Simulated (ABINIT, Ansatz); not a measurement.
# A GW chain in ABINIT: WSe2 (P6_3/mmc)

Aim: the G0W0 gap of WSe2 (P6_3/mmc) on PBE, step by step.

Calculated with ABINIT 10.8.3; PBE and many-body steps on it, plane waves.

The database entry behind the starting cell differs from later determinations by our own check (a about 0.2 % long), so it need not match the best structure at ambient conditions.

## 1. Set-up

The structure is hexagonal, space group P6_3/mmc (No. 194). Conventional cell: a = 3.290 Å, b = 3.290 Å, c = 12.970 Å, α = 90.00°, β = 90.00°, γ = 120.00°. W has 6 Se at 2.53 Å nearest. Nearest to Se lie 3 W at 2.53 Å. Farther neighbours and most contacts between anions are not listed.

The cell and positions come from the Crystallography Open Database and are kept as given unless a step says otherwise. Spin-orbit coupling is left out unless a step names it.

## 2. Ground state

This step: ABINIT 10.8.3; DFT, PBE, plane waves, norm-conserving pseudopotentials.

The ground-state density comes first.

run.abi

```
acell 3*1.0 Angstrom
rprim 
  3.290000000028 -0.000000000007 0.000000000000
  -1.645000000008 2.849223578479 0.000000000000
  0.000000000000 0.000000000000 12.970000000000
ntypat 2
znucl 74 34
natom 6
typat 1 1 2 2 2 2
xred 
  0.333333333333 0.666666666667 0.250000000000
  0.666666666667 0.333333333333 0.750000000000
  0.333333333333 0.666666666667 0.621000000000
  0.666666666667 0.333333333333 0.121000000000
  0.333333333333 0.666666666667 0.879000000000
  0.666666666667 0.333333333333 0.379000000000
pp_dirpath "pseudos"
pseudos "W.upf, Se.upf"
ecut 58
ngkpt 6 6 2
nshiftk 1
shiftk 0 0 0
kptopt 1
chksymbreak 0
nband 69
occopt 1
tolvrs 1e-08
nstep 60
prtwf 0
optforces 0
optstress 0
indata_prefix "in"
outdata_prefix "out"
tmpdata_prefix "tmp"
```

Command:

```console
$ OMP_NUM_THREADS=1 mpirun -n 14 abinit run.abi > log
```

Numbers of over 12 decimals in the logs are rounded to 6 here.

The program printed:

```text
.Version 10.8.3 of ABINIT. v10.8.2 released Aug 2026.

 Symmetries : space group P6_3/m m c (#194); Bravais hP (primitive hexag.)
================================================================================
 Values of the parameters that define the memory need of the present run
     intxc =       0    ionmov =       0      iscf =       7    lmnmax =       8
     lnmax =       8     mgfft =     180  mpssoang =       4    mqgrid =    8403
     natom =       6  nloc_mem =       1    nspden =       1   nspinor =       1
    nsppol =       1      nsym =      24    n1xccc =    2501    ntypat =       2
    occopt =       1   xclevel =       2
-    mband =          69        mffmem =           1         mkmem =           1
       mpw =       17347          nfft =      364500          nkpt =          14
================================================================================
  Rough estimation (10% accuracy) of disk space for files :
================================================================================

--------------------------------------------------------------------------------
------------- Echo of variables that govern the present computation ------------
--------------------------------------------------------------------------------
 -outvars: echo values of preprocessed input variables --------
            acell      1.8897261259E+00  1.8897261259E+00  1.8897261259E+00 Bohr

      chksymbreak           0
             ecut      5.80000000E+01 Hartree
-          fftalg         312

              ixc     -101130
              kpt      0.00000000E+00  0.00000000E+00  0.00000000E+00
                       1.66666667E-01  0.00000000E+00  0.00000000E+00
                       3.33333333E-01  0.00000000E+00  0.00000000E+00
                       5.00000000E-01  0.00000000E+00  0.00000000E+00
                       1.66666667E-01  1.66666667E-01  0.00000000E+00
                       3.33333333E-01  1.66666667E-01  0.00000000E+00
                       3.33333333E-01  3.33333333E-01  0.00000000E+00
                       0.00000000E+00  0.00000000E+00  5.00000000E-01
                       1.66666667E-01  0.00000000E+00  5.00000000E-01
                       3.33333333E-01  0.00000000E+00  5.00000000E-01
                       5.00000000E-01  0.00000000E+00  5.00000000E-01
[...]
kptrlatt        6    0    0      0    6    0      0    0    2
          kptrlen      3.73031937E+01
P           mkmem           1
            natom           6
            nband          69
            ngfft          45      45     180
             nkpt          14
            nstep          60
             nsym          24
           ntypat           2
              occ      2.000000  2.000000  2.000000  2.000000  2.000000  2.000000
                       2.000000  2.000000  2.000000  2.000000  2.000000  2.000000
                       2.000000  2.000000  2.000000  2.000000  2.000000  2.000000
                       2.000000  2.000000  2.000000  2.000000  2.000000  2.000000
                       2.000000  2.000000  2.000000  2.000000  2.000000  2.000000
                       2.000000  2.000000  2.000000  2.000000  2.000000  2.000000
                       2.000000  2.000000  2.000000  2.000000  2.000000  2.000000
                       2.000000  2.000000  2.000000  2.000000  2.000000  2.000000
                       2.000000  2.000000  2.000000  2.000000  2.000000  2.000000
                       2.000000  2.000000  2.000000  2.000000  2.000000  2.000000
                       2.000000  2.000000  0.000000  0.000000  0.000000  0.000000
[...]
optforces           0
        optstress           0
            prtwf           0
            rprim      3.2900000000E+00 -7.0000000000E-12  0.0000000000E+00
[...]
spgroup         194

           tolvrs      1.00000000E-08

             xred      3.3333333333E-01  6.6666666667E-01  2.5000000000E-01
[...]
znucl       74.00000   34.00000

================================================================================

 chkinp: Checking input parameters for consistency.

================================================================================
== DATASET  1 ==================================================================
-   mpi_nproc: 14, omp_nthreads: 1 (-1 if OMP is not activated)

--- !DatasetInfo
iteration_state: {dtset: 1, }
dimensions: {natom: 6, nkpt: 14, mband: 69, nsppol: 1, nspinor: 1, nspden: 1, mpw: 17347, }
cutoff_energies: {ecut:  58.0, pawecutdg:  -1.0, }
electrons: {nelect:   1.24000000E+02, charge:   0.00000000E+00, occopt:   1.00000000E+00, tsmear:   1.00000000E-02, }

 Real(R)+Recip(G) space primitive vectors, cartesian coordinates (Bohr,Bohr^-1):
 R(1)=  6.2171990  0.0000000  0.0000000  G(1)=  0.1608441  0.0928634  0.0000000
 R(2)= -3.1085995  5.3842522  0.0000000  G(2)=  0.0000000  0.1857268  0.0000000
 R(3)=  0.0000000  0.0000000 24.5097479  G(3)=  0.0000000  0.0000000  0.0408001
 Unit cell volume ucvol=  8.2046301E+02 bohr^3
 Angles (23,13,12)=  9.00000000E+01  9.00000000E+01  1.20000000E+02 degrees

 getcut: wavevector=  0.0000  0.0000  0.0000  ngfft=  45  45 180
         ecut(hartree)=     58.000   => boxcut(ratio)=   2.06433

--- Pseudopotential description ------------------------------------------------
[...]
--- l  ekb(1:nproj) -->
[...]
pspatm: atomic psp has been read  and splines computed

- Se Generated using ONCVPSP code by D. R. Hamann
- 34.00000  24.00000  171031                  znucl, zion, pspdat
12 -101130 2 -1 1214                          pspcod,pspxc,lmax,lloc,mmax
     nproj     2     2     2     0
  pspatm : epsatm=   25.39064422
         --- l  ekb(1:nproj) -->
[...]
pspatm: atomic psp has been read  and splines computed

   1.54971935E+04                                ecore*ucvol(ha*bohr**3)
--------------------------------------------------------------------------------

_setup2: Arith. and geom. avg. npw (full set) are   17307.181   17307.168

================================================================================

--- !BeginCycle
iteration_state: {dtset: 1, }
solver: {iscf: 7, nstep: 60, nline: 4, wfoptalg: 0, }
tolerances: {tolvrs: 1.00E-08, }

     iter   Etot(hartree)      deltaE(h)  residm     vres2
 ETOT  1  -1496.3491171612    -1.496E+03 2.895E+00 8.091E+02
 ETOT  2  -1504.7322363773    -8.383E+00 4.312E-02 1.665E+03
 ETOT  3  -1504.8550623619    -1.228E-01 6.662E-02 4.677E+02
 ETOT  4  -1504.8631270722    -8.065E-03 4.072E-02 2.266E+02
 ETOT  5  -1504.8748602753    -1.173E-02 5.548E-03 8.238E+00
 ETOT  6  -1504.8754248780    -5.646E-04 8.120E-03 1.199E+00
 ETOT  7  -1504.8754485021    -2.362E-05 2.026E-03 3.856E-02
 ETOT  8  -1504.8754502186    -1.717E-06 1.292E-03 1.505E-03
 ETOT  9  -1504.8754503410    -1.224E-07 1.665E-03 1.180E-05
 ETOT 10  -1504.8754503417    -7.044E-10 4.759E-03 2.650E-06
 ETOT 11  -1504.8754503419    -1.942E-10 1.889E-03 4.529E-08
 ETOT 12  -1504.8754503419     3.365E-11 3.605E-03 7.445E-09

 At SCF step   12       vres2   =  7.44E-09 < tolvrs=  1.00E-08 =>converged.

--- !ResultsGS
iteration_state: {dtset: 1, }
comment   : Summary of ground state results
lattice_vectors:
- [  6.2171990,  -0.0000000,   0.0000000, ]
- [ -3.1085995,   5.3842522,   0.0000000, ]
- [  0.0000000,   0.0000000,  24.5097479, ]
lattice_lengths: [   6.21720,    6.21720,   24.50975, ]
lattice_angles: [ 90.000,  90.000, 120.000, ] # degrees, (23, 13, 12)
lattice_volume:   8.2046301E+02
convergence: {deltae:  3.365E-11, res2:  7.445E-09, residm:  3.605E-03, diffor:  0.000E+00, }
etotal    :  -1.50487545E+03
entropy   :   0.00000000E+00
fermie    :   3.61147283E-01
cartesian_stress_tensor: null
pressure_GPa: null
xred      :
- [  3.3333E-01,   6.6667E-01,   2.5000E-01,  W]
- [  6.6667E-01,   3.3333E-01,   7.5000E-01,  W]
- [  3.3333E-01,   6.6667E-01,   6.2100E-01, Se]
- [  6.6667E-01,   3.3333E-01,   1.2100E-01, Se]
- [  3.3333E-01,   6.6667E-01,   8.7900E-01, Se]
- [  6.6667E-01,   3.3333E-01,   3.7900E-01, Se]
cartesian_forces: null
force_length_stats: {min: null, max: null, mean: null, }

 Integrated electronic density in atomic spheres:
 ------------------------------------------------
 Atom  Sphere_radius  Integrated_density
[...]
================================================================================

 ----iterations are completed or convergence reached----

 Mean square residual over all n,k,spin=   66.756E-07; max=  36.048E-04
 reduced coordinates (array xred) for    6 atoms
[...]
0.666666666667      0.333333333333      0.750000000000
       0.333333333333      0.666666666667      0.621000000000
       0.666666666667      0.333333333333      0.121000000000
       0.333333333333      0.666666666667      0.879000000000
       0.666666666667      0.333333333333      0.379000000000
 rms dE/dt=  0.0000E+00; max dE/dt=  0.0000E+00; dE/dt below (all hartree)
    1       0.000000000000      0.000000000000      0.000000000000
    2       0.000000000000      0.000000000000      0.000000000000
    3       0.000000000000      0.000000000000      0.000000000000
    4       0.000000000000      0.000000000000      0.000000000000
    5       0.000000000000      0.000000000000      0.000000000000
    6       0.000000000000      0.000000000000      0.000000000000

 cartesian coordinates (angstrom) at end:
    1      4e-12     1.899482     3.242500
    2      1.645000     0.949741     9.727500
    3      4e-12     1.899482     8.054370
    4      1.645000     0.949741     1.569370
    5      4e-12     1.899482    11.400630
    6      1.645000     0.949741     4.915630
 length scales=  1.889726125908  1.889726125908  1.889726125908 bohr
              =  1.000000000000  1.000000000000  1.000000000000 angstroms
 prteigrs : about to open file out_EIG
 Fermi (or HOMO) energy (hartree) =   0.36115   Average Vxc (hartree)=  -0.41983
 Eigenvalues (hartree) for nkpt=  14  k points:
 kpt#   1, nband= 69, wtk=  0.01389, kpt=  0.0000  0.0000  0.0000 (reduced coord)
  -7.29039   -7.29039   -7.29039   -7.29039   -5.06693   -5.06693   -5.06693   -5.06693
  -5.06693   -5.06693   -5.06693   -5.06693   -5.06548   -5.06548   -5.06548   -5.06548
  -2.37091   -2.37091   -1.39916   -1.39916   -1.39916   -1.39916   -1.39914   -1.39914
  -1.39913   -1.39913   -1.39792   -1.39792   -1.39791   -1.39791   -1.39788   -1.39788
  -1.39787   -1.39787   -1.39745   -1.39744   -1.39737   -1.39736   -1.05694   -1.05694
  -1.05194   -1.05194   -1.05194   -1.05194   -0.20054   -0.19132   -0.15729   -0.14185
   0.09886    0.13946    0.22806    0.26311    0.26311    0.26375    0.26375    0.30412
   0.30412    0.30615    0.30615    0.32068    0.32183    0.36115    0.45820    0.45846
   0.46005    0.46121    0.46151    0.46584    0.46920
 prteigrs : prtvol=0 or 1, do not print more k-points.

--- !EnergyTerms
iteration_state     : {dtset: 1, }
comment             : Components of total free energy in Hartree
kinetic             :  6.25794027483033E+02
hartree             :  5.72117172782426E+02
xc                  : -1.48629641281273E+02
Ewald energy        : -7.08466026466593E+02
psp_core            :  1.88883512588344E+01
local_psp           : -1.54329264058974E+03
non_local_psp       : -3.21286693528580E+02
total_energy        : -1.50487545034189E+03
total_energy_eV     : -4.09497471313478E+04
band_energy         : -2.52458523383537E+02

== END DATASET(S) ==============================================================
================================================================================

 -outvars: echo values of variables after computation  --------
           etotal     -1.5048754503E+03
            nband          69
             nkpt          14
          spgroup         194
 [... the other variables as echoed above ...]

 Calculation completed.
```

Wall time 82 s (14 MPI ranks of Arm Neoverse V2, shared host); peak memory 2.4 GiB; 19 min of CPU time.

Numbers from this step:

```
total energy               : -40949.7471 eV
gap                        : 0.9782 eV
k of the valence top       : 0, 0, 0
k of the conduction bottom : 0.1667, 0.1667, 0
least direct gap           : 1.524 eV
```

The gap is indirect, with the least direct gap 0.55 eV higher.

## 3. Empty states on the mesh, 6×6×1 mesh, 466 bands

The sums over transitions need many empty states on a uniform mesh; this step solves for them.

Edit run.abi of step 2 so:

```diff
@@ -19,3 +19,3 @@
 ecut 58
-ngkpt 6 6 2
+ngkpt 6 6 1
 nshiftk 1
@@ -24,9 +24,10 @@
 chksymbreak 0
-nband 69
-occopt 1
-tolvrs 1e-08
+iscf -2
+irdden 1
+istwfk *1
+nband 466
+nbdbuf 42
+tolwfr 1e-09
 nstep 60
-prtwf 0
-optforces 0
-optstress 0
+prtvol 0
 indata_prefix "in"
```

Command:

```console
$ OMP_NUM_THREADS=2 mpirun -n 7 abinit run.abi > log
```

The program printed:

```text
.Version 10.8.3 of ABINIT. v10.8.2 released Aug 2026.

 Symmetries : space group P6_3/m m c (#194); Bravais hP (primitive hexag.)
[... echo of the input left out ...]
== DATASET  1 ==================================================================
-   mpi_nproc: 7, omp_nthreads: 2 (-1 if OMP is not activated)

--- !DatasetInfo
iteration_state: {dtset: 1, }
dimensions: {natom: 6, nkpt: 7, mband: 466, nsppol: 1, nspinor: 1, nspden: 1, mpw: 17365, }
cutoff_energies: {ecut:  58.0, pawecutdg:  -1.0, }
electrons: {nelect:   1.24000000E+02, charge:   0.00000000E+00, occopt:   1.00000000E+00, tsmear:   1.00000000E-02, }

 Real(R)+Recip(G) space primitive vectors, cartesian coordinates (Bohr,Bohr^-1):
 R(1)=  6.2171990  0.0000000  0.0000000  G(1)=  0.1608441  0.0928634  0.0000000
 R(2)= -3.1085995  5.3842522  0.0000000  G(2)=  0.0000000  0.1857268  0.0000000
 R(3)=  0.0000000  0.0000000 24.5097479  G(3)=  0.0000000  0.0000000  0.0408001
 Unit cell volume ucvol=  8.2046301E+02 bohr^3
 Angles (23,13,12)=  9.00000000E+01  9.00000000E+01  1.20000000E+02 degrees

 getcut: wavevector=  0.0000  0.0000  0.0000  ngfft=  45  45 180
         ecut(hartree)=     58.000   => boxcut(ratio)=   2.06433

--- Pseudopotential description ------------------------------------------------
- W Generated using ONCVPSP code by D. R. Hamann
- 74.00000  14.00000  171031                  znucl, zion, pspdat
12 -101130 3 -1 1396                          pspcod,pspxc,lmax,lloc,mmax
     nproj     2     2     2     2
  pspatm : epsatm=   11.70739509
         --- l  ekb(1:nproj) -->
             0   12.992056    1.844411
             1    9.080024    1.409692
             2    4.470007    0.514403
[...]
pspatm: atomic psp has been read  and splines computed

- Se Generated using ONCVPSP code by D. R. Hamann
- 34.00000  24.00000  171031                  znucl, zion, pspdat
12 -101130 2 -1 1214                          pspcod,pspxc,lmax,lloc,mmax
     nproj     2     2     2     0
  pspatm : epsatm=   25.39064422
         --- l  ekb(1:nproj) -->
[...]
pspatm: atomic psp has been read  and splines computed

--------------------------------------------------------------------------------

================================================================================
 prteigrs : about to open file out_EIG
 Non-SCF case, kpt    1 (  0.00000  0.00000  0.00000), residuals and eigenvalues=
  3.46E-10  3.18E-10  1.98E-10  2.43E-10  3.44E-10  3.46E-10  3.07E-10  1.94E-10
  8.85E-10  1.91E-10  2.63E-10  1.70E-10  3.79E-10  2.30E-10  9.22E-10  3.85E-10
  4.28E-10  5.96E-10  4.76E-10  7.54E-10  4.72E-10  3.52E-10  4.75E-10  5.19E-10
[...]
1.29E-03  2.16E-03
 -7.2904E+00 -7.2904E+00 -7.2904E+00 -7.2904E+00 -5.0669E+00 -5.0669E+00
 -5.0669E+00 -5.0669E+00 -5.0669E+00 -5.0669E+00 -5.0669E+00 -5.0669E+00
 -5.0655E+00 -5.0655E+00 -5.0655E+00 -5.0655E+00 -2.3709E+00 -2.3709E+00
[...]
4.6171E+00  4.6222E+00  4.6518E+00  4.6655E+00  4.6831E+00  4.6842E+00
  4.6889E+00  4.6958E+00  4.6967E+00  4.6990E+00  4.7006E+00  4.7021E+00
  4.7036E+00  4.7093E+00  4.7148E+00  4.7234E+00
 prteigrs : prtvol=0 or 1, do not print more k-points.

--- !ResultsGS
iteration_state: {dtset: 1, }
comment   : Summary of ground state results
lattice_vectors:
- [  6.2171990,  -0.0000000,   0.0000000, ]
- [ -3.1085995,   5.3842522,   0.0000000, ]
- [  0.0000000,   0.0000000,  24.5097479, ]
lattice_lengths: [   6.21720,    6.21720,   24.50975, ]
lattice_angles: [ 90.000,  90.000, 120.000, ] # degrees, (23, 13, 12)
lattice_volume:   8.2046301E+02
convergence: {deltae:  0.000E+00, res2:  0.000E+00, residm:  9.995E-10, diffor:  0.000E+00, }
etotal    :  -1.50487545E+03
entropy   :   0.00000000E+00
fermie    :   3.61147283E-01
cartesian_stress_tensor: null
pressure_GPa: null
xred      :
- [  3.3333E-01,   6.6667E-01,   2.5000E-01,  W]
- [  6.6667E-01,   3.3333E-01,   7.5000E-01,  W]
- [  3.3333E-01,   6.6667E-01,   6.2100E-01, Se]
- [  6.6667E-01,   3.3333E-01,   1.2100E-01, Se]
- [  3.3333E-01,   6.6667E-01,   8.7900E-01, Se]
- [  6.6667E-01,   3.3333E-01,   3.7900E-01, Se]
cartesian_forces: null
force_length_stats: {min: null, max: null, mean: null, }

 Integrated electronic density in atomic spheres:
 ------------------------------------------------
 Atom  Sphere_radius  Integrated_density
[...]
================================================================================

 ----iterations are completed or convergence reached----

 Mean square residual over all n,k,spin=   49.859E-11; max=  99.954E-11
 reduced coordinates (array xred) for    6 atoms
[...]
0.333333333333      0.666666666667      0.879000000000
       0.666666666667      0.333333333333      0.379000000000

 cartesian coordinates (angstrom) at end:
    1      4e-12     1.899482     3.242500
    2      1.645000     0.949741     9.727500
    3      4e-12     1.899482     8.054370
    4      1.645000     0.949741     1.569370
    5      4e-12     1.899482    11.400630
    6      1.645000     0.949741     4.915630
 length scales=  1.889726125908  1.889726125908  1.889726125908 bohr
              =  1.000000000000  1.000000000000  1.000000000000 angstroms
 prteigrs : about to open file out_EIG
 Eigenvalues (hartree) for nkpt=   7  k points:
 kpt#   1, nband=466, wtk=  0.02778, kpt=  0.0000  0.0000  0.0000 (reduced coord)
[...]
4.60749    4.61714    4.61714    4.62220    4.65183    4.66550    4.68308    4.68415
   4.68886    4.69581    4.69668    4.69898    4.70059    4.70211    4.70362    4.70931
   4.71480    4.72339
 prteigrs : prtvol=0 or 1, do not print more k-points.

== END DATASET(S) ==============================================================
================================================================================

 -outvars: echo values of variables after computation  --------
            nband         466
             nkpt           7
          spgroup         194
 [... the other variables as echoed above ...]

 Calculation completed.
```

Wall time 7.2 min (7 MPI ranks); peak memory 1.8 GiB.

Numbers from this step:

```
gap                                                           : 0.9782 eV
k of the valence top                                          : 0, 0, 0
k of the conduction bottom                                    : 0.1667, 0.1667, 0
least direct gap                                              : 1.524 eV
k points computed                                             : 7
lowest point of the top converged band, above the valence top : 106.7282 eV
```

On this mesh the gap is 0.978 eV.

[end of part 1 of 2]

[Paths, hosts, dates, memory and timing lines, banners, echoed tables and standing remarks are left out of the program output.]

[Logs are printed without paths, hosts, clocks, repeated set-up lines and the standing remarks that a program may print on its own settings, such as how far it seeks lower states.]

[Runs of the session that timed out or met a known fault of the program may be left out.]

[Hosts, paths, dates, database ids (printed as entryN), source tags and the programs' standing remarks are cut or masked in the printed files.]

[G0W0 gaps are taken among the corrected bands and points alone; a level outside them can change the order at an edge.]

[Where Ansatz stands beside ABINIT at settings called matched, ABINIT's density can come from a denser mesh and the files from another edition; pairs whose starting gaps differed by over 0.03 eV were left out, so agreement reads better than it is.]
